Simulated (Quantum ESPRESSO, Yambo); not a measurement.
Planning a run of Yambo 5.3.0 on BiOCl (P4/nmm). The input:

```
optics
bss
bse
em1s
dipoles
rim_cut
RandQpts= 1000000
RandGvec= 1 RL
Chimod= "HARTREE"
BSKmod= "SEX"
BSEmod= "resonant"
BSSmod= "h"
BSENGexx= 30 Ry
BSENGBlk= 6 Ry
% BSEQptR
 1 | 1 |
%
% BSEBands
 25 | 44 |
%
% BEnRange
 0 | 9 | eV
%
% BDmRange
 0.1 | 0.1 | eV
%
BEnSteps= 181
% BLongDir
 0 | 0 | 1 |
%
% BndsRnXs
 1 | 112 |
%
NGsBlkXs= 6 Ry
% LongDrXs
 1 | 1 | 1 |
%
% KfnQP_E
 0.841 | 1.0 | 1.0 |
%
BSHayTrs= -0.02
```

```sh
OMP_NUM_THREADS=1 mpirun -n 4 yambo -F bse6.in -J bse6,bse3_W -C bse6 > bse6.log
```

The stored states that it reads are on a 4×4×2 mesh. The structure is tetragonal, space group P4/nmm (No. 129). The conventional cell has a = 3.886 Å, b = 3.886 Å, c = 7.349 Å, α = 90.00°, β = 90.00°, γ = 90.00°. Bi has 4 O at 2.31 Å and 4 Cl at 3.06 Å nearest. Cl has 4 Bi at 3.06 Å nearest. Nearest to O lie 4 Bi at 2.31 Å. Farther neighbours and most contacts between anions are not listed.

Estimate wall time and host memory on 4 MPI ranks of Arm Neoverse V1, shared host.

It took 66 s; on shared hardware allow 33 s to 2.2 min. Peak host memory was 1.5 GiB.

The kernel grows as the square of the matrix size, and full diagonalisation as its cube.

[Paths, hosts, dates, memory and timing lines, banners, echoed tables and standing remarks are left out of the program output.]

[Logs are printed without paths, hosts, clocks, repeated set-up lines and the standing remarks that a program may print on its own settings, such as how far it seeks lower states.]

[Runs of the session that timed out or met a known fault of the program may be left out.]

[Hosts, paths, dates, database ids (printed as entryN), source tags and the programs' standing remarks are cut or masked in the printed files.]
